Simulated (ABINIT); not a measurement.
## Beyond one shot: CaO (Lime)

Aim: iterate the self-energy on CaO (Lime) and follow the gap from cycle to cycle.

Program: ABINIT 10.8.3. Level of theory: PBE and many-body steps on it, plane waves. Results are calculated unless marked as measured.

Most raw output is cut from this account.

## (1) The structure

It takes space group Fm-3m (No. 225, cubic). Conventional cell: a = 4.813 Å, b = 4.813 Å, c = 4.813 Å, α = 90.00°, β = 90.00°, γ = 90.00°. Nearest to Ca lie 6 O at 2.41 Å. O has 6 Ca at 2.41 Å nearest. Farther neighbours and most contacts between anions are not listed.

The cell and positions come from the Crystallography Open Database and are kept as given unless a step says otherwise.

## (2) Empty states on the mesh, 4×4×4 mesh, 144 bands

This step: ABINIT 10.8.3; DFT, PBE, plane waves, norm-conserving pseudopotentials.

The sums over transitions need many empty states on a uniform mesh; this step solves for them.

Contents of run.abi:

```
acell 3*1.0 Angstrom
rprim 
  -0.000000000000 2.406500000000 2.406500000000
  2.406500000000 -0.000000000000 2.406500000000
  2.406500000000 2.406500000000 -0.000000000000
ntypat 2
znucl 20 8
natom 2
typat 1 2
xred 
  0.000000000000 0.000000000000 0.000000000000
  0.500000000000 0.500000000000 0.500000000000
pp_dirpath "pseudos"
pseudos "Ca.upf, O.upf"
ecut 36
ngkpt 4 4 4
nshiftk 1
shiftk 0 0 0
kptopt 1
chksymbreak 0
irdden 1
istwfk *1
nband 144
prtvol 0
optdriver 6
gwr_task "HDIAGO"
paral_kgb 0
occopt 1
indata_prefix "in"
outdata_prefix "out"
tmpdata_prefix "tmp"
```

Command:

```sh
OMP_NUM_THREADS=1 mpirun -n 8 abinit run.abi > log
```

Elapsed: 21 s, on 8 MPI ranks of Arm Neoverse N1, shared host; peak memory 2.1 GiB.

Numbers from this step:

* gap: 3.662 eV
* k of the valence top: 0, 0, 0
* k of the conduction bottom: 0.5, 0.5, 0
* least direct gap: 4.037 eV
* k points computed: 8
* lowest point of the top converged band, above the valence top: 144.0840 eV

On this mesh the gap is 3.662 eV.

The density comes from a self-consistent run that is not shown.

## (3) Screening, 4×4×4 mesh, 136 bands, screening to 217.7 eV

The RPA dielectric matrix is built and inverted for each q.

This step: RPA screening on PBE, plane waves, norm-conserving pseudopotentials.

Changes to run.abi since step 2:

```diff
@@ -20,10 +20,11 @@
 chksymbreak 0
-irdden 1
 istwfk *1
-nband 144
-prtvol 0
-optdriver 6
-gwr_task "HDIAGO"
-paral_kgb 0
 occopt 1
+irdwfk 1
+optdriver 3
+nband 136
+ecuteps 8
+inclvkb 2
+awtr 1
+symchi 1
 indata_prefix "in"
```

Run time: 32 s. Hardware: 8 MPI ranks; peak memory 1 GiB.

Numbers from this step:

- ε∞ with local fields, on this mesh, along the program's q direction: 3.669
- the same without local fields: 4.027
- plasma frequency: 28.13 eV
- plane waves in the screening matrix: 181

Local fields lower ε∞ by 9 %. On a Γ-centred mesh this coarse the value itself is usually too large, while a short band sum pulls it down.

## (4) G0W0

The self-energy is evaluated for the states that the input lists, and the levels follow from it, in one-shot runs by the linearised quasiparticle equation.

This step: G0W0 on PBE, plane waves, norm-conserving pseudopotentials.

Changes to run.abi since step 3:

```diff
@@ -23,8 +23,17 @@
 irdwfk 1
-optdriver 3
+optdriver 4
 nband 136
+gwcalctyp 0
+ecutsigx 36
+symsigma 1
+nkptgw 2
+kptgw 
+  0.0000000000 0.0000000000 0.0000000000
+  0.5000000000 0.5000000000 0.0000000000
+bdgw 
+  6 12
+  7 10
 ecuteps 8
-inclvkb 2
-awtr 1
-symchi 1
+irdscr 1
+ppmodel 1
 indata_prefix "in"
```

It took 9.1 s on 8 MPI ranks; peak memory 0.99 GiB; 72 s of CPU time.

This step gave:

```yaml
g0w0_gap_on_the_points_computed: 5.788 eV
starting_gap_on_the_mesh: 3.662 eV
k_of_the_valence_top: 0, 0, 0
k_of_the_conduction_bottom: 0.5, 0.5, 0
z_at_the_valence_top: 0.782
z_at_the_conduction_bottom: 0.85
least_direct_g0w0_gap_on_the_computed_points: 6.206 eV
```

The gap on the mesh goes from 3.66 eV to 5.79 eV, a correction of +2.13 eV.

## (5) QSGW, cycle 1

This step: QSGW on PBE, plane waves, norm-conserving pseudopotentials.

Changes to run.abi since step 4:

```diff
@@ -25,12 +25,24 @@
 nband 136
-gwcalctyp 0
+gwcalctyp 28
 ecutsigx 36
-symsigma 1
-nkptgw 2
+symsigma 0
+nkptgw 8
 kptgw 
   0.0000000000 0.0000000000 0.0000000000
+  0.2500000000 0.0000000000 0.0000000000
+  0.5000000000 0.0000000000 0.0000000000
+  0.2500000000 0.2500000000 0.0000000000
+  0.5000000000 0.2500000000 0.0000000000
+  -0.2500000000 0.2500000000 0.0000000000
   0.5000000000 0.5000000000 0.0000000000
+  -0.2500000000 0.5000000000 0.2500000000
 bdgw 
-  6 12
-  7 10
+  1 14
+  1 14
+  1 14
+  1 14
+  1 14
+  1 14
+  1 14
+  1 14
 ecuteps 8
@@ -38,2 +50,3 @@
 ppmodel 1
+rhoqpmix 0.3
 indata_prefix "in"
```

Elapsed: 3.6 min, on 8 MPI ranks; peak memory 1.6 GiB.

Numbers from this step:

| Property | Result |
| --- | --- |
| quasiparticle gap on the mesh | 6.26 eV |
| gap of the density functional on the mesh | 3.662 eV |
| k of the valence top | 0, 0, 0 |
| k of the conduction bottom | 0.5, 0.5, 0 |
| Z at the valence top | 1 |
| Z at the conduction bottom | 1 |
| least direct quasiparticle gap on the computed points | 6.572 eV |

Against G0W0 in ABINIT (4×4×4 mesh, 136 bands, screening to 217.7 eV, Godby-Needs plasmon pole), the gap moves by +0.472 eV.

## (6) Screening, 4×4×4 mesh, 136 bands, screening to 217.7 eV

This step: RPA screening on PBE, plane waves, norm-conserving pseudopotentials.

Contents of run.abi:

```
acell 3*1.0 Angstrom
rprim 
  -0.000000000000 2.406500000000 2.406500000000
  2.406500000000 -0.000000000000 2.406500000000
  2.406500000000 2.406500000000 -0.000000000000
ntypat 2
znucl 20 8
natom 2
typat 1 2
xred 
  0.000000000000 0.000000000000 0.000000000000
  0.500000000000 0.500000000000 0.500000000000
pp_dirpath "pseudos"
pseudos "Ca.upf, O.upf"
ecut 36
ngkpt 4 4 4
nshiftk 1
shiftk 0 0 0
kptopt 1
chksymbreak 0
istwfk *1
occopt 1
irdwfk 1
optdriver 3
nband 136
ecuteps 8
inclvkb 2
awtr 1
symchi 1
gwcalctyp 28
mbpt_sciss 2.941 eV
nqptdm 1
qptdm 
  0 0 0
indata_prefix "in"
outdata_prefix "out"
tmpdata_prefix "tmp"
```

The job ended after 6 s (8 MPI ranks; peak memory 0.63 GiB; 47 s of CPU time).

This step gave:

```
ε∞ with local fields, on this mesh, along the program's q direction : 3.016
the same without local fields                                       : 3.269
plasma frequency                                                    : 28.13 eV
plane waves in the screening matrix                                 : 181
```

This screening uses the functional's bands under a rigid shift, the mean opening of the cycle before.

## (7) Screening, 4×4×4 mesh, 136 bands, screening to 217.7 eV

This step: RPA screening on PBE from quasiparticle energies and orbitals, plane waves, norm-conserving pseudopotentials.

Changes to run.abi since step 6:

```diff
@@ -29,7 +29,13 @@
 symchi 1
+irdqps 1
 gwcalctyp 28
-mbpt_sciss 2.941 eV
-nqptdm 1
+nqptdm 7
 qptdm 
-  0 0 0
+  0.2500000000 0.0000000000 0.0000000000
+  0.5000000000 0.0000000000 0.0000000000
+  0.2500000000 0.2500000000 0.0000000000
+  0.5000000000 0.2500000000 0.0000000000
+  -0.2500000000 0.2500000000 0.0000000000
+  0.5000000000 0.5000000000 0.0000000000
+  -0.2500000000 0.5000000000 0.2500000000
 indata_prefix "in"
```

Contents of mrgscr.stdin:

```
2
merged
q0_SCR
out_SCR
1
```

Command:

```sh
OMP_NUM_THREADS=1 mpirun -n 8 abinit run.abi > log; mrgscr < mrgscr.stdin
```

Run time: 30 s. Hardware: 8 MPI ranks; peak memory 0.97 GiB; 4 min of CPU time.

This step gave:

```yaml
plasma_frequency: 28.13 eV
plane_waves_in_the_screening_matrix: 181
```

This screening reads the quasiparticle levels of the cycle before.

## (8) QSGW, cycle 2

The corrected levels of the last cycle go back in.

This step: QSGW on PBE, plane waves, norm-conserving pseudopotentials.

Changes to run.abi since step 7:

```diff
@@ -23,12 +23,10 @@
 irdwfk 1
-optdriver 3
+optdriver 4
 nband 136
-ecuteps 8
-inclvkb 2
-awtr 1
-symchi 1
-irdqps 1
 gwcalctyp 28
-nqptdm 7
-qptdm 
+ecutsigx 36
+symsigma 0
+nkptgw 8
+kptgw 
+  0.0000000000 0.0000000000 0.0000000000
   0.2500000000 0.0000000000 0.0000000000
@@ -40,2 +38,16 @@
   -0.2500000000 0.5000000000 0.2500000000
+bdgw 
+  1 14
+  1 14
+  1 14
+  1 14
+  1 14
+  1 14
+  1 14
+  1 14
+ecuteps 8
+irdscr 1
+ppmodel 1
+irdqps 1
+rhoqpmix 0.3
 indata_prefix "in"
```

Command:

```sh
OMP_NUM_THREADS=1 mpirun -n 8 abinit run.abi > log
```

Elapsed: 3.6 min, on 8 MPI ranks; peak memory 1.6 GiB.

This step gave:

```yaml
quasiparticle_gap_on_the_mesh: 6.916 eV
gap_of_the_density_functional_on_the_mesh: 3.662 eV
k_of_the_valence_top: 0, 0, 0
k_of_the_conduction_bottom: 0.5, 0.5, 0
least_direct_quasiparticle_gap_on_the_computed_points: 7.135 eV
```

Against the cycle before, the gap moves by +0.656 eV.

## (9) Screening, 4×4×4 mesh, 136 bands, screening to 217.7 eV

This step: RPA screening on PBE, plane waves, norm-conserving pseudopotentials.

Contents of run.abi:

```
acell 3*1.0 Angstrom
rprim 
  -0.000000000000 2.406500000000 2.406500000000
  2.406500000000 -0.000000000000 2.406500000000
  2.406500000000 2.406500000000 -0.000000000000
ntypat 2
znucl 20 8
natom 2
typat 1 2
xred 
  0.000000000000 0.000000000000 0.000000000000
  0.500000000000 0.500000000000 0.500000000000
pp_dirpath "pseudos"
pseudos "Ca.upf, O.upf"
ecut 36
ngkpt 4 4 4
nshiftk 1
shiftk 0 0 0
kptopt 1
chksymbreak 0
istwfk *1
occopt 1
irdwfk 1
optdriver 3
nband 136
ecuteps 8
inclvkb 2
awtr 1
symchi 1
gwcalctyp 28
mbpt_sciss 3.550 eV
nqptdm 1
qptdm 
  0 0 0
indata_prefix "in"
outdata_prefix "out"
tmpdata_prefix "tmp"
```

Elapsed: 5.9 s, on 8 MPI ranks; peak memory 0.63 GiB.

This step gave:

* ε∞ with local fields, on this mesh, along the program's q direction: 2.925
* the same without local fields: 3.163
* plasma frequency: 28.13 eV
* plane waves in the screening matrix: 181

This screening uses the functional's bands under a rigid shift, the mean opening of the cycle before.

## (10) Screening, 4×4×4 mesh, 136 bands, screening to 217.7 eV

This step: RPA screening on PBE from quasiparticle energies and orbitals, plane waves, norm-conserving pseudopotentials.

Changes to run.abi since step 9:

```diff
@@ -29,7 +29,13 @@
 symchi 1
+irdqps 1
 gwcalctyp 28
-mbpt_sciss 3.550 eV
-nqptdm 1
+nqptdm 7
 qptdm 
-  0 0 0
+  0.2500000000 0.0000000000 0.0000000000
+  0.5000000000 0.0000000000 0.0000000000
+  0.2500000000 0.2500000000 0.0000000000
+  0.5000000000 0.2500000000 0.0000000000
+  -0.2500000000 0.2500000000 0.0000000000
+  0.5000000000 0.5000000000 0.0000000000
+  -0.2500000000 0.5000000000 0.2500000000
 indata_prefix "in"
```

mrgscr.stdin is that of step 7.

Command:

```sh
OMP_NUM_THREADS=1 mpirun -n 8 abinit run.abi > log; mrgscr < mrgscr.stdin
```

Run time: 30 s. Hardware: 8 MPI ranks; peak memory 0.97 GiB; 4 min of CPU time.

Numbers from this step:

| Item | Value |
| --- | --- |
| plasma frequency | 28.13 eV |
| plane waves in the screening matrix | 181 |

This screening reads the quasiparticle levels of the cycle before.

## (11) QSGW, cycle 3

This step: QSGW on PBE, plane waves, norm-conserving pseudopotentials.

Changes to run.abi since step 10:

```diff
@@ -23,12 +23,10 @@
 irdwfk 1
-optdriver 3
+optdriver 4
 nband 136
-ecuteps 8
-inclvkb 2
-awtr 1
-symchi 1
-irdqps 1
 gwcalctyp 28
-nqptdm 7
-qptdm 
+ecutsigx 36
+symsigma 0
+nkptgw 8
+kptgw 
+  0.0000000000 0.0000000000 0.0000000000
   0.2500000000 0.0000000000 0.0000000000
@@ -40,2 +38,16 @@
   -0.2500000000 0.5000000000 0.2500000000
+bdgw 
+  1 14
+  1 14
+  1 14
+  1 14
+  1 14
+  1 14
+  1 14
+  1 14
+ecuteps 8
+irdscr 1
+ppmodel 1
+irdqps 1
+rhoqpmix 0.3
 indata_prefix "in"
```

Command:

```sh
OMP_NUM_THREADS=1 mpirun -n 8 abinit run.abi > log
```

The job ended after 3.5 min (8 MPI ranks; peak memory 1.6 GiB).

This step gave:

- quasiparticle gap on the mesh: 7.079 eV
- gap of the density functional on the mesh: 3.662 eV
- k of the valence top: 0, 0, 0
- k of the conduction bottom: 0.5, 0.5, 0
- least direct quasiparticle gap on the computed points: 7.298 eV

Against the cycle before, the gap moves by +0.163 eV.

## (12) Screening, 4×4×4 mesh, 136 bands, screening to 217.7 eV

This step: RPA screening on PBE, plane waves, norm-conserving pseudopotentials.

Contents of run.abi:

```
acell 3*1.0 Angstrom
rprim 
  -0.000000000000 2.406500000000 2.406500000000
  2.406500000000 -0.000000000000 2.406500000000
  2.406500000000 2.406500000000 -0.000000000000
ntypat 2
znucl 20 8
natom 2
typat 1 2
xred 
  0.000000000000 0.000000000000 0.000000000000
  0.500000000000 0.500000000000 0.500000000000
pp_dirpath "pseudos"
pseudos "Ca.upf, O.upf"
ecut 36
ngkpt 4 4 4
nshiftk 1
shiftk 0 0 0
kptopt 1
chksymbreak 0
istwfk *1
occopt 1
irdwfk 1
optdriver 3
nband 136
ecuteps 8
inclvkb 2
awtr 1
symchi 1
gwcalctyp 28
mbpt_sciss 3.712 eV
nqptdm 1
qptdm 
  0 0 0
indata_prefix "in"
outdata_prefix "out"
tmpdata_prefix "tmp"
```

The job ended after 6 s (8 MPI ranks; peak memory 0.63 GiB; 46 s of CPU time).

Numbers from this step:

| Item | Value |
| --- | --- |
| ε∞ with local fields, on this mesh, along the program's q direction | 2.902 |
| the same without local fields | 3.136 |
| plasma frequency | 28.13 eV |
| plane waves in the screening matrix | 181 |

This screening uses the functional's bands under a rigid shift, the mean opening of the cycle before.

## (13) Screening, 4×4×4 mesh, 136 bands, screening to 217.7 eV

This step: RPA screening on PBE from quasiparticle energies and orbitals, plane waves, norm-conserving pseudopotentials.

Changes to run.abi since step 12:

```diff
@@ -29,7 +29,13 @@
 symchi 1
+irdqps 1
 gwcalctyp 28
-mbpt_sciss 3.712 eV
-nqptdm 1
+nqptdm 7
 qptdm 
-  0 0 0
+  0.2500000000 0.0000000000 0.0000000000
+  0.5000000000 0.0000000000 0.0000000000
+  0.2500000000 0.2500000000 0.0000000000
+  0.5000000000 0.2500000000 0.0000000000
+  -0.2500000000 0.2500000000 0.0000000000
+  0.5000000000 0.5000000000 0.0000000000
+  -0.2500000000 0.5000000000 0.2500000000
 indata_prefix "in"
```

mrgscr.stdin is that of step 10.

Command:

```sh
OMP_NUM_THREADS=1 mpirun -n 8 abinit run.abi > log; mrgscr < mrgscr.stdin
```

Wall time 30 s (8 MPI ranks); peak memory 0.97 GiB.

Numbers from this step:

- plasma frequency: 28.13 eV
- plane waves in the screening matrix: 181

This screening reads the quasiparticle levels of the cycle before.

## (14) QSGW, cycle 4

This step: QSGW on PBE, plane waves, norm-conserving pseudopotentials.

Changes to run.abi since step 13:

```diff
@@ -23,12 +23,10 @@
 irdwfk 1
-optdriver 3
+optdriver 4
 nband 136
-ecuteps 8
-inclvkb 2
-awtr 1
-symchi 1
-irdqps 1
 gwcalctyp 28
-nqptdm 7
-qptdm 
+ecutsigx 36
+symsigma 0
+nkptgw 8
+kptgw 
+  0.0000000000 0.0000000000 0.0000000000
   0.2500000000 0.0000000000 0.0000000000
@@ -40,2 +38,16 @@
   -0.2500000000 0.5000000000 0.2500000000
+bdgw 
+  1 14
+  1 14
+  1 14
+  1 14
+  1 14
+  1 14
+  1 14
+  1 14
+ecuteps 8
+irdscr 1
+ppmodel 1
+irdqps 1
+rhoqpmix 0.3
 indata_prefix "in"
```

Command:

```sh
OMP_NUM_THREADS=1 mpirun -n 8 abinit run.abi > log
```

The job ended after 2.7 min (8 MPI ranks; peak memory 1.6 GiB; 22 min of CPU time).

This step gave:

| Item | Value |
| --- | --- |
| quasiparticle gap on the mesh | 7.02 eV |
| gap of the density functional on the mesh | 3.662 eV |
| k of the valence top | 0, 0, 0 |
| k of the conduction bottom | 0.5, 0.5, 0 |
| least direct quasiparticle gap on the computed points | 7.273 eV |

Against the cycle before, the gap moves by −0.059 eV.

## (15) Screening, 4×4×4 mesh, 136 bands, screening to 217.7 eV

This step: RPA screening on PBE, plane waves, norm-conserving pseudopotentials.

Contents of run.abi:

```
acell 3*1.0 Angstrom
rprim 
  -0.000000000000 2.406500000000 2.406500000000
  2.406500000000 -0.000000000000 2.406500000000
  2.406500000000 2.406500000000 -0.000000000000
ntypat 2
znucl 20 8
natom 2
typat 1 2
xred 
  0.000000000000 0.000000000000 0.000000000000
  0.500000000000 0.500000000000 0.500000000000
pp_dirpath "pseudos"
pseudos "Ca.upf, O.upf"
ecut 36
ngkpt 4 4 4
nshiftk 1
shiftk 0 0 0
kptopt 1
chksymbreak 0
istwfk *1
occopt 1
irdwfk 1
optdriver 3
nband 136
ecuteps 8
inclvkb 2
awtr 1
symchi 1
gwcalctyp 28
mbpt_sciss 3.676 eV
nqptdm 1
qptdm 
  0 0 0
indata_prefix "in"
outdata_prefix "out"
tmpdata_prefix "tmp"
```

The job ended after 5.2 s (8 MPI ranks; peak memory 0.66 GiB; 40 s of CPU time).

Numbers from this step:

* ε∞ with local fields, on this mesh, along the program's q direction: 2.907
* the same without local fields: 3.142
* plasma frequency: 28.13 eV
* plane waves in the screening matrix: 181

This screening uses the functional's bands under a rigid shift, the mean opening of the cycle before.

## (16) Screening, 4×4×4 mesh, 136 bands, screening to 217.7 eV

This step: RPA screening on PBE from quasiparticle energies and orbitals, plane waves, norm-conserving pseudopotentials.

Changes to run.abi since step 15:

```diff
@@ -29,7 +29,13 @@
 symchi 1
+irdqps 1
 gwcalctyp 28
-mbpt_sciss 3.676 eV
-nqptdm 1
+nqptdm 7
 qptdm 
-  0 0 0
+  0.2500000000 0.0000000000 0.0000000000
+  0.5000000000 0.0000000000 0.0000000000
+  0.2500000000 0.2500000000 0.0000000000
+  0.5000000000 0.2500000000 0.0000000000
+  -0.2500000000 0.2500000000 0.0000000000
+  0.5000000000 0.5000000000 0.0000000000
+  -0.2500000000 0.5000000000 0.2500000000
 indata_prefix "in"
```

mrgscr.stdin is that of step 13.

Command:

```sh
OMP_NUM_THREADS=1 mpirun -n 8 abinit run.abi > log; mrgscr < mrgscr.stdin
```

Elapsed: 20 s, on 8 MPI ranks; peak memory 0.97 GiB.

Numbers from this step:

* plasma frequency: 28.13 eV
* plane waves in the screening matrix: 181

This screening reads the quasiparticle levels of the cycle before.

## (17) QSGW, cycle 5

This step: QSGW on PBE, plane waves, norm-conserving pseudopotentials.

Changes to run.abi since step 16:

```diff
@@ -23,12 +23,10 @@
 irdwfk 1
-optdriver 3
+optdriver 4
 nband 136
-ecuteps 8
-inclvkb 2
-awtr 1
-symchi 1
-irdqps 1
 gwcalctyp 28
-nqptdm 7
-qptdm 
+ecutsigx 36
+symsigma 0
+nkptgw 8
+kptgw 
+  0.0000000000 0.0000000000 0.0000000000
   0.2500000000 0.0000000000 0.0000000000
@@ -40,2 +38,16 @@
   -0.2500000000 0.5000000000 0.2500000000
+bdgw 
+  1 14
+  1 14
+  1 14
+  1 14
+  1 14
+  1 14
+  1 14
+  1 14
+ecuteps 8
+irdscr 1
+ppmodel 1
+irdqps 1
+rhoqpmix 0.3
 indata_prefix "in"
```

Command:

```sh
OMP_NUM_THREADS=1 mpirun -n 8 abinit run.abi > log
```

It took 2.8 min on 8 MPI ranks; peak memory 1.6 GiB; 23 min of CPU time.

This step gave:

* quasiparticle gap on the mesh: 6.925 eV
* gap of the density functional on the mesh: 3.662 eV
* k of the valence top: 0, 0, 0
* k of the conduction bottom: 0.5, 0.5, 0
* least direct quasiparticle gap on the computed points: 7.197 eV

Against the cycle before, the gap moves by −0.095 eV.

## (18) Screening, 4×4×4 mesh, 136 bands, screening to 217.7 eV

This step: RPA screening on PBE, plane waves, norm-conserving pseudopotentials.

Contents of run.abi:

```
acell 3*1.0 Angstrom
rprim 
  -0.000000000000 2.406500000000 2.406500000000
  2.406500000000 -0.000000000000 2.406500000000
  2.406500000000 2.406500000000 -0.000000000000
ntypat 2
znucl 20 8
natom 2
typat 1 2
xred 
  0.000000000000 0.000000000000 0.000000000000
  0.500000000000 0.500000000000 0.500000000000
pp_dirpath "pseudos"
pseudos "Ca.upf, O.upf"
ecut 36
ngkpt 4 4 4
nshiftk 1
shiftk 0 0 0
kptopt 1
chksymbreak 0
istwfk *1
occopt 1
irdwfk 1
optdriver 3
nband 136
ecuteps 8
inclvkb 2
awtr 1
symchi 1
gwcalctyp 28
mbpt_sciss 3.598 eV
nqptdm 1
qptdm 
  0 0 0
indata_prefix "in"
outdata_prefix "out"
tmpdata_prefix "tmp"
```

Wall time 5.1 s (8 MPI ranks); peak memory 0.66 GiB.

Numbers from this step:

| Item | Value |
| --- | --- |
| ε∞ with local fields, on this mesh, along the program's q direction | 2.918 |
| the same without local fields | 3.155 |
| plasma frequency | 28.13 eV |
| plane waves in the screening matrix | 181 |

This screening uses the functional's bands under a rigid shift, the mean opening of the cycle before.

## (19) Screening, 4×4×4 mesh, 136 bands, screening to 217.7 eV

This step: RPA screening on PBE from quasiparticle energies and orbitals, plane waves, norm-conserving pseudopotentials.

Changes to run.abi since step 18:

```diff
@@ -29,7 +29,13 @@
 symchi 1
+irdqps 1
 gwcalctyp 28
-mbpt_sciss 3.598 eV
-nqptdm 1
+nqptdm 7
 qptdm 
-  0 0 0
+  0.2500000000 0.0000000000 0.0000000000
+  0.5000000000 0.0000000000 0.0000000000
+  0.2500000000 0.2500000000 0.0000000000
+  0.5000000000 0.2500000000 0.0000000000
+  -0.2500000000 0.2500000000 0.0000000000
+  0.5000000000 0.5000000000 0.0000000000
+  -0.2500000000 0.5000000000 0.2500000000
 indata_prefix "in"
```

mrgscr.stdin is that of step 16.

Command:

```sh
OMP_NUM_THREADS=1 mpirun -n 8 abinit run.abi > log; mrgscr < mrgscr.stdin
```

The job ended after 21 s (8 MPI ranks; peak memory 0.97 GiB; 2.8 min of CPU time).

Numbers from this step:

```yaml
plasma_frequency: 28.13 eV
plane_waves_in_the_screening_matrix: 181
```

This screening reads the quasiparticle levels of the cycle before.

(Part 1 of 2 ends here.)

[Paths, hosts, dates, memory and timing lines, banners, echoed tables and standing remarks are left out of the program output.]

[Logs are printed without paths, hosts, clocks, repeated set-up lines and the standing remarks that a program may print on its own settings, such as how far it seeks lower states.]

[Runs of the session that timed out or met a known fault of the program may be left out.]

[Hosts, paths, dates, database ids (printed as entryN), source tags and the programs' standing remarks are cut or masked in the printed files.]

[G0W0 gaps are taken among the corrected bands and points alone; a level outside them can change the order at an edge.]

[Where Ansatz stands beside ABINIT at settings called matched, ABINIT's density can come from a denser mesh and the files from another edition; pairs whose starting gaps differed by over 0.03 eV were left out, so agreement reads better than it is.]
